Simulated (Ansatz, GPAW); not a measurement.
# SrCu2S2 (model structure): optical spectrum from first principles, part 2 of 3

Aim: the dielectric function of SrCu2S2 (model structure), and the optical constants that follow from it. The structure is a model built here, which may or may not match a known phase. It was built so: All Ca replaced by Sr in the P-3m1 structure of CaCu2S2. The cell is first relaxed with Ansatz.

GPAW 26.7.0; DFT, PBE, plane-wave PAW (GPAW data sets), scalar-relativistic, RPA, optical limit.

So far: The starting structure; Relaxation.

## Step 3: Ground state

The self-consistent density comes first; it also tells whether there is a gap, which decides the occupations and the need for a Drude term.

This step: DFT, PBE, plane-wave PAW (GPAW data sets), scalar-relativistic, ground state (GPAW 26.7.0).

Input file gs.py:

```python
from ase import Atoms
from ase.dft.bandgap import bandgap
from gpaw import GPAW, PW, FermiDirac

atoms = Atoms(['Sr', 'Cu', 'Cu', 'S', 'S'],
              cell=[[4.004778614427, -0.000000002893, 0.000000000000],
                    [-2.002389304708, 3.468240018073, 0.000000000000],
                    [0.000000000000, 0.000000000000, 6.783279162400]],
              scaled_positions=[[1.000000000000, 1.000000000000, 0.000000000000],
                                [0.666666666667, 0.333333333333, 0.626182322700],
                                [0.333333333333, 0.666666666667, 0.373817677300],
                                [0.666666666667, 0.333333333333, 0.272274290800],
                                [0.333333333333, 0.666666666667, 0.727725709200]],
              pbc=[True, True, True])
atoms.calc = GPAW(mode=PW(400), xc='PBE', kpts={'size': (7, 7, 4), 'gamma': True},
                  occupations=FermiDirac(0.05), maxiter=150, txt='gs.txt')
print('energy (eV)', atoms.get_potential_energy())
print('Fermi level (eV)', atoms.calc.get_fermi_level())
print('valence electrons', atoms.calc.get_number_of_electrons())
print('gap (eV)', bandgap(atoms.calc, output=None)[0])
print('direct gap (eV)', bandgap(atoms.calc, direct=True, output=None)[0])
atoms.calc.write('gs.gpw')
```

Started as:

```bash
> OMP_NUM_THREADS=1 python gs.py
```

Numbers of over 12 decimals in the logs are rounded to 6 here.

Log:

```text
__  _  _
 | _ |_)|_||  |
 |__||  | ||/\| - 26.7.0

Versions:
  Python: 3.12.14
  ASE:    3.29.0
  Numpy:  2.5.5
  Scipy:  1.18.1
  Libxc:  7.0.0

Input parameters:
  mode=PW(ecut=400.0),
  kpts=MonkhorstPack(size=(7, 7, 4), gamma=True),
  maxiter=150,
  occupations=Occupations(name='fermi-dirac', width=0.05, fixmagmom=False),
  xc=XC(name='PBE')

Diagonalizing LCAO Hamiltonian
Converting LCAO to pw mode

        S

            Cu
        Cu

            S
              Sr

Atoms  # Å, Bohr magnetons
|   | symbol |        x |        y |        z |    initial magnetic moments |
| 0 |     Sr | 2.002389 | 3.468240 | 0.000000 | ( 0.0000,  0.0000,  0.0000) |
| 1 |     Cu | 2.002389 | 1.156080 | 4.247570 | ( 0.0000,  0.0000,  0.0000) |
| 2 |     Cu | 0.000000 | 2.312160 | 2.535710 | ( 0.0000,  0.0000,  0.0000) |
| 3 |      S | 2.002389 | 1.156080 | 1.846913 | ( 0.0000,  0.0000,  0.0000) |
| 4 |      S | 0.000000 | 2.312160 | 4.936367 | ( 0.0000,  0.0000,  0.0000) |

Unit cell  # Å
| periodic |         x |         y |        z |  lengths |     angles |
|      yes |  4.004779 | -0.000000 | 0.000000 | 4.004779 |  90.000000 |
|      yes | -2.002389 |  3.468240 | 0.000000 | 4.004779 |  90.000000 |
|      yes |  0.000000 |  0.000000 | 6.783279 | 6.783279 | 120.000000 |

Number of symmetries: 12
Symmetry operations  # r_c * U_cc + t_c -> r_c
|    | kind |            matrix            |
|  0 |  σ   |  1, 1, 0,  0,-1, 0,  0, 0, 1 |
|  1 |  S6  |  1, 1, 0, -1, 0, 0,  0, 0,-1 |
|  2 |  E   |  1, 0, 0,  0, 1, 0,  0, 0, 1 |
|  3 |  C2  |  1, 0, 0, -1,-1, 0,  0, 0,-1 |
|  4 |  C2  |  0, 1, 0,  1, 0, 0,  0, 0,-1 |
|  5 |  C3  |  0, 1, 0, -1,-1, 0,  0, 0, 1 |
|  6 |  S6  |  0,-1, 0,  1, 1, 0,  0, 0,-1 |
|  7 |  σ   |  0,-1, 0, -1, 0, 0,  0, 0, 1 |
|  8 |  σ   | -1, 0, 0,  1, 1, 0,  0, 0, 1 |
|  9 |  i   | -1, 0, 0,  0,-1, 0,  0, 0,-1 |
| 10 |  C3  | -1,-1, 0,  1, 0, 0,  0, 0, 1 |
| 11 |  C2  | -1,-1, 0,  0, 1, 0,  0, 0,-1 |

BZ-sampling:
  Number of BZ points: 196
  Number of IBZ points: 28

  Monkhorst-Pack size: [7, 7, 4]
  Monkhorst-Pack shift: [0.0, 0.0, 0.125]

K-points  # in reciprocal-cell coordinates
|     |                                coordinates |     weight |
|   0 | (  0.00000000,   0.00000000,   0.00000000) | 0.00510204 |
|   1 | (  0.00000000,   0.00000000,   0.25000000) | 0.01020408 |
|   2 | (  0.00000000,   0.00000000,   0.50000000) | 0.00510204 |
|   3 | (  0.14285714,   0.00000000,  -0.25000000) | 0.03061224 |
|   4 | (  0.14285714,   0.00000000,   0.00000000) | 0.03061224 |
|   5 | (  0.14285714,   0.00000000,   0.25000000) | 0.03061224 |
|   6 | (  0.14285714,   0.00000000,   0.50000000) | 0.03061224 |
|   7 | (  0.28571429,  -0.14285714,   0.00000000) | 0.03061224 |
|   8 | (  0.28571429,  -0.14285714,   0.25000000) | 0.06122449 |
|   9 | (  0.28571429,  -0.14285714,   0.50000000) | 0.03061224 |
| ... |                                            |            |
|  27 | (  0.42857143,   0.42857143,   0.50000000) | 0.03061224 |

Plane wave coefficients: 1744
Cutoff: 400.0 eV

Spin-components: 1 (collinear spins)
Bands:           31
Projectors:      27
Spin-degeneracy: 2
Datatype:        complex128

Parallelization:
  kpt:    1
  domain: 1
  band:   1

Density:
  Valence electrons: 44.0
  Components: 1
  Grid points: [20 20 32]
  Charge: 0.0  # |e|

Potential:
  Grid points: [20 20 32]

species:
  Sr:
    name:    Strontium
    id:
    Z:       38.0
    valence: 10
    core:    28
    charge:  0.0  # [|e|]
    compensation charges:
      type: gauss
      rc: 0.40  # [Å]
      lmax: 2
    cutoffs:
      filter: 2.39  # [Å]
      core: 1.85  # [Å]
    projectors
    | kind |    occ | energy [eV] | rcut [Å] |
    |   4s |  2.000 |     -40.883 |    1.291 |
    |   5s |  2.000 |      -3.525 |    1.291 |
    |   4p |  6.000 |     -22.826 |    1.291 |
    |    p |        |       4.386 |    1.291 |
    |    d |        |       0.000 |    1.254 |

    Using partial waves for Sr as LCAO basis

  Cu:
    name:    Copper
    id:
    Z:       29.0
    valence: 11
    core:    18
    charge:  0.0  # [|e|]
    compensation charges:
      type: gauss
      rc: 0.33  # [Å]
      lmax: 2
    cutoffs:
      filter: 2.06  # [Å]
      core: 2.43  # [Å]
    projectors
    | kind |    occ | energy [eV] | rcut [Å] |
    |   4s |  1.000 |      -4.609 |    1.164 |
    |   4p |  0.000 |      -0.698 |    1.164 |
    |   3d | 10.000 |      -5.039 |    1.058 |
    |    s |        |      22.603 |    1.164 |
    |    p |        |      26.513 |    1.164 |
    |    d |        |      22.172 |    1.058 |

    Using partial waves for Cu as LCAO basis

  S:
    name:    Sulfur
    id:
    Z:       16.0
    valence: 6
    core:    10
    charge:  0.0  # [|e|]
    compensation charges:
      type: gauss
      rc: 0.24  # [Å]
      lmax: 2
    cutoffs:
      filter: 1.77  # [Å]
      core: 1.66  # [Å]
    projectors
    | kind |    occ | energy [eV] | rcut [Å] |
    |   3s |  2.000 |     -17.254 |    0.974 |
    |   3p |  4.000 |      -7.008 |    0.979 |
    |    s |        |       9.957 |    0.974 |
    |    p |        |      20.203 |    0.979 |
    |    d |        |       0.000 |    0.900 |

    Using partial waves for S as LCAO basis

Reference energy: -198254.913485  # eV

eigensolver:
  PPCG
  Converge bands: occupied
  niter=2

density mixing:
  MSR1-Mixer
  Pratt-step length: 0.05
  Maximum mixing coefficient: 0.75
  Old densities: 10
  SVD Regularization: 0.005
  Good broyden scale: 1.0
  Trust region scale: 1.0
  Backstep threshold: 4.0
  History deletion threshold: 6.0
  Fourier metric: weight=20.0, sigma=0.015

occupation numbers:
  Fermi-Dirac:
    width: 0.0500  # eV

poisson solver:
  ecut: 3200.0  # eV

xc functional:
  name: PBE with 2 nearest neighbor stencil

convergence criteria:
- Maximum [total energy] change in last 3 cyles: 0.0005 eV / valence electron
- Maximum integral of absolute [dens]ity change: 0.0001 electrons / valence electron
- Maximum integral of absolute [eigenst]ate change: 4e-08 eV^2 / valence electron
maximum number of iterations: 150

SCF iterations
|iter     |      energy | eigst |  dens |
|iter:   1||  -23.677676 | +0.61 |       |
|iter:   2||  -22.451976 | -1.04 | -1.07 |
|iter:   3||  -21.596544 | -1.31 | -1.22 |
|iter:   4||  -21.497913 | -2.07 | -1.48 |
|iter:   5||  -21.489458 | -2.99 | -1.69 |
|iter:   6||  -21.491792c| -3.65 | -1.99 |
|iter:   7||  -21.491680c| -4.80 | -2.76 |
|iter:   8||  -21.491698c| -5.28 | -3.21 |
|iter:   9||  -21.491704c| -6.13 | -3.59 |
|iter:  10||  -21.491701c| -6.64 | -3.97 |
|iter:  11||  -21.491701c| -7.39 | -4.48c|
|iter:  12||  -21.491701c| -8.32c| -5.12c|

Converged in 12 steps
SCF loop duration: 27.808 s (2.317 s/step)
Energy contributions relative to reference atoms: (reference = -198254.913485)

Energy contributions:
  Kinetic:           3.094056
  Coulomb:          -3.839155
  Zero:              0.193592
  External:          0.000000
  Xc:              -20.940193
  Entropy:          -0.000003
  Spinorbit:         0.000000
  ----------------------------
  Free energy:     -21.491703
  Extrapolated:    -21.491701

dipole moment: (-23.565687, 13.605655, -26.610316)  # |e|*Ang

Fermi level: 7.117
Eigenvalues  # (at kpt = [0.000, 0.000, 0.000])
| band index |      eig [eV] | occ [0-2] |
|          0 |       -28.254 |     2.000 |
|        ... |               |           |
|         14 |         4.662 |     2.000 |
|         15 |         4.920 |     2.000 |
|         16 |         4.920 |     2.000 |
|         17 |         6.065 |     2.000 |
|         18 |         6.065 |     2.000 |
|         19 |         6.542 |     2.000 |
|         20 |         6.669 |     2.000 |
|         21 |         6.669 |     2.000 |
|         22 |         7.515 |     0.001 |
|         23 |         8.646 |     0.000 |
|         24 |         9.289 |     0.000 |
|         25 |        10.265 |     0.000 |
|         26 |        10.265 |     0.000 |
|         27 |        10.866 |     0.000 |
|         28 |        10.866 |     0.000 |
|         29 |        12.582 |     0.000 |
|         30 |        12.582 |     0.000 |

Gap: 0.846 eV
Transition (v -> c):
  (s=0, k=0, n=21, [0.00, 0.00, 0.00]) -> (s=0, k=0, n=22, [0.00, 0.00, 0.00])
No difference between direct/indirect transitions

--- standard output ---
energy (eV) -21.491701
Fermi level (eV) 7.116505
valence electrons 44.0
gap (eV) 0.846053
direct gap (eV) 0.846053
```

Wall time 30 s (1 thread of Arm Neoverse V1, shared host); peak memory 0.18 GiB.

This step gave:

```
energy                 : -21.49 eV
Fermi energy           : 7.117 eV
gap on the k-mesh      : 0.8461 eV
direct gap on the mesh : 0.8461 eV
electrons              : 44
```

There is a gap, 0.85 eV on this mesh (points off the mesh can give less), so no carriers' term is needed.

## Step 4: Bands for the response

The response needs many more empty bands than the density does.

This step: DFT, PBE, plane-wave PAW (GPAW data sets), scalar-relativistic, bands at fixed density (GPAW 26.7.0).

Input file nscf.py:

```python
from ase.dft.bandgap import bandgap
from gpaw import GPAW, FermiDirac

calc = GPAW('gs.gpw').fixed_density(kpts={'size': (12, 12, 6), 'gamma': True}, nbands=60, convergence={'bands': 54},
                                    occupations=FermiDirac(0.001), txt='nscf.txt')
print('gap (eV)', bandgap(calc, output=None)[0])
print('direct gap (eV)', bandgap(calc, direct=True, output=None)[0])
print('top band over the Fermi level (eV)', min(calc.get_eigenvalues(kpt=k)[53] for k in range(len(calc.get_ibz_k_points()))) - calc.get_fermi_level())
calc.write('full.gpw', mode='all')
```

Started as:

```bash
> OMP_NUM_THREADS=1 python nscf.py
```

Log:

```text
Diagonalizing LCAO Hamiltonian
Converting LCAO to pw mode
convergence criteria:
- Maximum integral of absolute [eigenst]ate change: 4e-08 eV^2 / valence electron
maximum number of iterations: 150

SCF iterations
|iter     |      energy | eigst |  dens |
|iter:   1||             | +3.11 |       |
|iter:   2||             | +1.99 |       |
|iter:   3||             | +0.94 |       |
|iter:   4||             | -0.23 |       |
|iter:   5||             | -1.03 |       |
|iter:   6||             | -1.98 |       |
|iter:   7||             | -2.73 |       |
|iter:   8||             | -3.62 |       |
|iter:   9||             | -4.33 |       |
|iter:  10||             | -5.10 |       |
|iter:  11||             | -5.70 |       |
|iter:  12||             | -6.23 |       |
|iter:  13||             | -6.63 |       |
|iter:  14||             | -6.97 |       |
|iter:  15||             | -7.32 |       |
|iter:  16||             | -7.59c|       |
SCF steps: 16
  __  _  _
 | _ |_)|_||  |
 |__||  | ||/\| - 26.7.0

Versions:
  Python: 3.12.14
  ASE:    3.29.0
  Numpy:  2.5.5
  Scipy:  1.18.1
  Libxc:  7.0.0

Input parameters:
  mode=PW(ecut=400.0),
  convergence={'bands': 54},
  gpts=array([20, 20, 32]),
  kpts=MonkhorstPack(size=(12, 12, 6), gamma=True),
  maxiter=150,
  nbands=60,
  occupations=Occupations(name='fermi-dirac', width=0.001, fixmagmom=False),
  parallel={},
  xc=XC(name='PBE')

--- standard output ---
gap (eV) 0.846053
direct gap (eV) 0.846053
top band over the Fermi level (eV) 19.894307
```

Run time: 3.8 min. Hardware: 1 thread; peak memory 0.37 GiB.

## Step 5: Dielectric function, RPA

Transitions between filled and empty bands, summed over the zone, give the optical response, so mesh, band count and broadening shape it.

The induced potential is part of this response.

This step: DFT, PBE, plane-wave PAW (GPAW data sets), scalar-relativistic, RPA, optical limit (GPAW 26.7.0).

Input file df.py:

```python
from gpaw.response.df import DielectricFunction

df = DielectricFunction('full.gpw', frequencies={'type': 'nonlinear', 'domega0': 0.03, 'omega2': 8},
                        ecut=50,
                        eta=0.1,
                        nbands=54,
                        txt='df.txt')
for direction in ['x', 'z']:
    df.get_dielectric_function(xc='RPA', direction=direction, filename=f'df_{direction}.csv')
```

Started as:

```bash
> OMP_NUM_THREADS=1 python df.py
```

Log:

```text
Using integrator: PointIntegrator
NonLinearFrequencyDescriptor(from 0.000 to 58.501 eV, 485 points)
Nonperiodic BCs:  [False False False]
Using integrator: PointIntegrator
NonLinearFrequencyDescriptor(from 0.000 to 58.501 eV, 485 points)
Nonperiodic BCs:  [False False False]

Calculating chi0 body with:
    Ground state adapter containing:
    Number of spins: 1
    Number of kpoints: 864
    Number of irreducible kpoints: 100
    Number of completely occupied states: 22
    Number of partially occupied states: 22

    Linear response parametrization:
    q_c: [0.0, 0.0, 0.0]
    Number of frequency points: 485
    Planewave cutoff: 50.0
    Number of bands: 54
    Number of planewaves: 67
    Broadening (eta): 0.1

Integrating chi0 body.

Symmetries of q_c:
    Direct symmetries (Uq -> q): 12
    Indirect symmetries (TUq -> q): 0
In total 12 allowed symmetries.

100 groups of equivalent kpoints. 88.425926% reduction.

Integral kind: spectral function

Calculating chi0 optical extensions with:
    Ground state adapter containing:
    Number of spins: 1
    Number of kpoints: 864
    Number of irreducible kpoints: 100
    Number of completely occupied states: 22
    Number of partially occupied states: 22

    Linear response parametrization:
    Number of frequency points: 485
    Planewave cutoff: 50.0
    Number of bands: 54
    Number of planewaves: 67
    Broadening (eta): 0.1
Integrating chi0 head and wings.

Symmetries of q_c:
    Direct symmetries (Uq -> q): 12
    Indirect symmetries (TUq -> q): 0
In total 12 allowed symmetries.

100 groups of equivalent kpoints. 88.425926% reduction.

Integral kind: spectral function wings
```

It took 38 s on 1 thread; peak memory 0.38 GiB.

Numbers from this step:

```
electronic dielectric constant ε∞, mean over x, y and z (by symmetry where fewer were run) : 8.154
```

Some rows of df_x.csv (energy; Re and Im without local fields; Re and Im with them):

```text
0.000000, 8.827621, -0.000000, 8.184973, -0.000000
0.460735, 9.063993, 0.125756, 8.418779, 0.125302
0.943989, 9.037466, 0.729251, 8.355620, 0.743833
1.451455, 9.589560, 1.474110, 8.838266, 1.510376
1.984998, 10.801987, 2.612158, 9.852477, 2.627647
2.546682, 10.484169, 6.650140, 9.501082, 6.150723
3.138794, 7.185971, 8.085399, 6.485148, 7.555407
3.763875, 4.987986, 6.753475, 4.240676, 6.229614
4.424758, 4.534192, 5.964964, 3.835088, 5.346505
5.124608, 3.862619, 5.319140, 3.102822, 4.638419
5.866977, 3.861196, 7.538099, 3.436660, 6.228673
6.655862, 1.126665, 6.841128, 1.304955, 5.795847
7.495775, -0.400281, 5.936055, -0.350854, 5.206567
8.391833, -1.699839, 5.140939, -0.938337, 4.401386
9.349861, -1.809596, 3.322967, -1.083721, 3.126121
10.376517, -1.333267, 2.119019, -0.981164, 2.118790
11.479449, -0.915466, 1.581061, -0.645555, 1.601646
12.667487, -0.557149, 1.184292, -0.415959, 1.199597
13.950874, -0.324686, 0.865702, -0.233826, 0.885690
```

(Continued in part 3 of 3.)

[Machine, clock and banner lines and Python warnings are left out of the logs.]

[Logs are printed without paths, hosts, clocks, repeated set-up lines and the standing remarks that a program may print on its own settings, such as how far it seeks lower states.]

[Hosts, paths, dates, database ids (printed as entryN), source tags and the programs' standing remarks are cut or masked in the printed files.]
